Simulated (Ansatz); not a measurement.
# Random alloy of the fcc Cu-Al line, x = 0.0156 (128 atoms): geometry optimisation, part 3 of 3

Aim: bring random alloy of the fcc Cu-Al line, x = 0.0156 (128 atoms) to a nearby minimum of the energy and see what moves.

Ansatz 0.2.0; Kohn-Sham DFT, PBE, PAW (set soft_2), plane waves.

The cell: 126 Cu and 2 Al. The host structure and its lattice constant were typed by rule, without a check against the phase diagram.

So far. Step 3 (Cell and atoms relaxed): The relaxation changed the energy by -3.87 meV/atom, and atoms moved by 0.033 Å r.m.s., 0.08 Å at most. Step 6 (K-mesh 3×3×3): Forces differ from those of the single point at the relaxed geometry by 2.8 meV/Å r.m.s.; the energy by -2.6 meV/atom and the pressure by -0.23 GPa. It took 47 s and 9 cycles; the reference's time can't be set against it, since the two runs asked for unlike analyses.

## 7. Functional r2SCAN (500 eV)

The meta-GGA r2SCAN uses the kinetic energy density as well as the density and its gradient. Besides, the cutoff goes from 420 to 500 eV.

This step: Kohn-Sham DFT, r2SCAN, PAW (set soft_2), plane waves (Ansatz 0.2.0).

Input file input.yaml:

```yaml
crystal:
  lattice:
    - [-7.27057, 7.27195, 7.27127]
    - [7.27207, -7.27043, 7.27126]
    - [7.26986, 7.26973, -7.26976]
  atoms:
    [... the 128 atom lines of step 5 ...]
kpoints:
  mp_grid: { grid: [2, 2, 2] }
hamiltonian:
  xc: r2scan
scf:
  occupations: { method: fermi_dirac, width: 0.1 }
output:
  forces: true
  stress: true
  populations: true
  dos:
    method: { smearing: { sigma: 0.08 } }
    de: 0.05
    projected: { site_lists: { Al: [Al], Cu: [Cu] } }
  eigenvalues: true
```

Launch:

```sh
$ ansatz run input.yaml --threads 6 --pin off --max-ram 102400MiB --backend cuda --events-out ev --progress --plain --runs-dir out
```

Numbers of over 12 decimals in the logs are rounded to 6 here.

The program printed:

```text
[...]
GPU FFT provider: cuFFT
GPU libraries: cuBLAS 13.8.2, cuFFT 12.4.0, cuSOLVER 12.3.4
Crystal: 128 atoms, lattice volume = 1537.611 Å³
Basis set: ecut = 500 eV, 39015 PW (Γ), exchange–correlation on 384×384×384 points (64 copies of the dense FFT grid, shifted against one another)
Bands: 1440, of which v1, the nominal top of the filled ones, is band 1200 counted from 1 (1199 counted from 0)
Symmetry: 1 space group operations
[...]
k-points: 8
[...]
GPU buffer pool allocated for 884736 grid points (all kernels)
[...]
SCF iter   1: F=—  HF=-836619.752038 eV  |F-HF|=—  |Δ(HF+E_count)|=         —  Δρ=4.10e-2  dr2=1.44e1  dr2_τ=1.23e-1  ethr=1.77e-3  ⟨swp⟩=5.0  Hψ=39181  notcnv=0  defer=356
[...]
SCF iter  14: F=—  HF=-836617.215660 eV  |F-HF|=—  |Δ(HF+E_count)|=   1.57e-7  Δρ=4.38e-6  dr2=2.09e-7  dr2_τ=1.82e-9  ethr=8.77e-12  ⟨swp⟩=2.0  Hψ=19651  notcnv=0
SCF iter  15: F=-836617.215659 eV  HF=-836617.215659 eV  |F-HF|=6.36e-8  |Δ(HF+E_count)|=   2.05e-8  Δρ=2.40e-6  dr2=7.50e-8  dr2_τ=4.91e-10  ethr=4.17e-12  ⟨swp⟩=1.0  Hψ=31168  notcnv=0
SCF 1 converged in 15 iterations: F = -836617.215659 eV  dr2 = 7.50e-8
[...]
SCF converged after 15 iterations
Free energy (F): -836617.215659 eV
[...]
Internal energy: -836615.745701 eV  (E = F + TS)
E sigma→0 (E₀):  -836616.480680 eV
Entropy (-TS):   -1.469958 eV (-11.484 meV/atom)
Fermi energy:    16.107701 eV
[...]
Σ components = -836617.215659   (vs F -836617.215659, Δ=0.00e0)
--- Forces (eV/Å), atoms counted from 1 ---
  atom   1  Cu    -0.00388424     0.00234415     0.00050885
  atom   2  Cu    -0.00227432    -0.00075968     0.00372892
  atom   3  Cu     0.00024290     0.00062730    -0.00046142
  atom   4  Cu    -0.00110327    -0.00197205     0.00252917
[...]
atom 128  Cu     0.00015901    -0.00215777     0.00043213
  max |Σ_I F_I| component: 1.03e-6 eV/Å
--- Stress (GPa, compression-positive) ---
       -6.317268       0.001939       0.001037
        0.001939      -6.316462       0.000942
        0.001037       0.000942      -6.317782
  P = ⅓ Tr σ = -6.3172 GPa (-63.172 kbar)
--- Band table (eV; the first three rows and the last of 8) ---
[...]
--- Löwdin populations: 128 sites ---
  site symbol       q [e]
     0     Cu     18.8420
     1     Cu     18.8437
     2     Cu     18.8436
[...]
127     Cu     18.8436
  spilling = 0.008141 (of n_electrons = 2400.000000)
```

Run time: 29 s. Hardware: 1 × NVIDIA H100 80GB HBM3 with 6 threads of AMD EPYC 7R13 (Zen 3), shared host; peak memory 6.6 GiB; 76 s of CPU time.

That memory is the host's; the program planned up to 50.1 GiB on the GPU.

Geometry and reference: those of the single point at the relaxed geometry.

Forces differ from those of the single point at the relaxed geometry by 7.5 meV/Å r.m.s.; the pressure by -6.3 GPa. It took 29 s and 15 cycles; the reference's time can't be set against it, since the two runs asked for unlike analyses.

## 8. Functional PBEsol

PBEsol restores the gradient expansion of exchange for slowly varying densities and usually gives shorter bonds in solids than PBE.

This step: Kohn-Sham DFT, PBEsol, PAW (set soft_2), plane waves (Ansatz 0.2.0).

Edit input.yaml of step 7 so:

```diff
@@ -10,3 +10,3 @@
 hamiltonian:
-  xc: r2scan
+  xc: pbesol
 scf:
```

The program printed:

```text
[...]
GPU FFT provider: cuFFT
GPU libraries: cuBLAS 13.8.2, cuFFT 12.4.0, cuSOLVER 12.3.4
Crystal: 128 atoms, lattice volume = 1537.611 Å³
Basis set: ecut = 420 eV, 30093 PW (Γ), exchange–correlation on 180×180×180 points (8 copies of the dense FFT grid, shifted against one another)
Bands: 1440, of which v1, the nominal top of the filled ones, is band 1200 counted from 1 (1199 counted from 0)
Symmetry: 1 space group operations
[...]
k-points: 8
[...]
GPU buffer pool allocated for 729000 grid points (all kernels)
[...]
SCF iter   1: F=—  HF=-831234.901485 eV  |F-HF|=—  |Δ(HF+E_count)|=         —  Δρ=2.00e-2  dr2=3.33e0  ethr=1.77e-3  ⟨swp⟩=5.0  Hψ=40227  notcnv=0  defer=451
[...]
SCF iter   9: F=—  HF=-831234.178660 eV  |F-HF|=—  |Δ(HF+E_count)|=   2.87e-7  Δρ=6.42e-6  dr2=4.73e-7  ethr=5.25e-11  ⟨swp⟩=2.2  Hψ=19635  notcnv=0  defer=1529
SCF iter  10: F=-831234.178660 eV  HF=-831234.178660 eV  |F-HF|=3.93e-8  |Δ(HF+E_count)|=   1.07e-7  Δρ=1.41e-6  dr2=4.93e-8  ethr=4.17e-12  ⟨swp⟩=9.8  Hψ=66099  notcnv=0
SCF 1 converged in 10 iterations: F = -831234.178660 eV  dr2 = 4.93e-8
[...]
SCF converged after 10 iterations
Free energy (F): -831234.178660 eV
[...]
Internal energy: -831232.623777 eV  (E = F + TS)
E sigma→0 (E₀):  -831233.401219 eV
Entropy (-TS):   -1.554883 eV (-12.148 meV/atom)
Fermi energy:    16.130041 eV
[...]
Σ components = -831234.178660   (vs F -831234.178660, Δ=0.00e0)
--- Forces (eV/Å), atoms counted from 1 ---
  atom   1  Cu    -0.00224687     0.00212340     0.00038064
  atom   2  Cu    -0.00049420    -0.00062833     0.00398200
  atom   3  Cu    -0.00152571     0.00050242    -0.00077403
  atom   4  Cu    -0.00051318    -0.00127682     0.00248744
[...]
atom 128  Cu     0.00025381     0.00217868     0.00326653
  max |Σ_I F_I| component: 1.69e-6 eV/Å
--- Stress (GPa, compression-positive) ---
       -7.925021      -0.000468      -0.000150
       -0.000468      -7.924054      -0.000256
       -0.000150      -0.000256      -7.923902
  P = ⅓ Tr σ = -7.9243 GPa (-79.243 kbar)
--- Band table (eV; the first three rows and the last of 8) ---
[...]
--- Löwdin populations: 128 sites ---
  site symbol       q [e]
     0     Cu     18.8386
     1     Cu     18.8403
     2     Cu     18.8403
[...]
127     Cu     18.8401
  spilling = 0.008317 (of n_electrons = 2400.000000)
```

Elapsed: 17 s, on 1 × NVIDIA H100 80GB HBM3 with 6 threads; peak memory 5.5 GiB; 51 s of CPU time.

That memory is the host's; the program planned up to 42.2 GiB on the GPU.

Geometry and reference: those of the single point at the relaxed geometry.

Forces differ from those of the single point at the relaxed geometry by 11 meV/Å r.m.s.; the pressure by -7.9 GPa.

## 9. What each setting buys

Each row is set against the single point at the relaxed geometry (Kohn-Sham DFT, PBE, PAW (set soft_2), plane waves; r.m.s. force component 0.00154 eV/Å). Energies are set beside the reference only for runs with its functional, potentials and electron count. Times are for 1 × NVIDIA H100 80GB HBM3 with 6 threads of AMD EPYC 7R13 (Zen 3), shared host. The reference's time includes grids, which some other runs skip.

| run | Δ force, r.m.s. (meV/Å) | Δ energy (meV/atom) | Δ pressure (GPa) | cycles | time | host memory (GiB) |
| --- | --- | --- | --- | --- | --- | --- |
| reference | - | - | - | 9 | 18 s | 5.5 |
| k-mesh 3×3×3 | 2.79 | -2.60 | -0.232 | 9 | 47 s | 5.7 |
| functional r2SCAN (500 eV) | 7.48 | - | -6.31 | 15 | 29 s | 6.6 |
| functional PBEsol | 10.7 | - | -7.92 | 10 | 17 s | 5.5 |

## 10. Results

```
energy change in the relaxation : -3.874 meV/atom
r.m.s. displacement             : 0.033 Å
largest displacement            : 0.08 Å
free energy per atom            : -6530.0694 eV/atom
density                         : 8.705 g/cm³
pressure                        : -0.002613 GPa
r.m.s. force component          : 0.00154 eV/Å
wall time of the 6 DFT runs     : 2.6 min
```

In words: Relaxation lowers the energy by 3.87 meV/atom and moves atoms by 0.033 Å r.m.s.; the r.m.s. force component goes from 0.14 to 0.0015 eV/Å. Displacements are taken in the final cell, so they leave out its strain. By the final cutoffs no bond was broken or made. The cell shrank by 0.5 % in volume. From the first step to the last the energy fell by 0.496 eV, across changes of basis, and the largest move was 0.08 Å (Cu113). The Cu-Cu bonds go from 2.575 Å (spread 0.028) to 2.570 Å (spread 0.004). With the cutoffs above, all Al atoms have 12 and all Cu atoms have 12 bonded neighbours. 141 levels are partly filled, by over 2 % (on the run's k-points), as in a metal.

Among the changes of functional, dispersion, potentials or spin set against this reference, functional PBEsol moves the forces most, by 11 meV/Å r.m.s.

[Logs are printed without paths, hosts, clocks, repeated set-up lines and the standing remarks that a program may print on its own settings, such as how far it seeks lower states.]

[Hosts, paths, dates, database ids (printed as entryN), source tags and the programs' standing remarks are cut or masked in the printed files.]
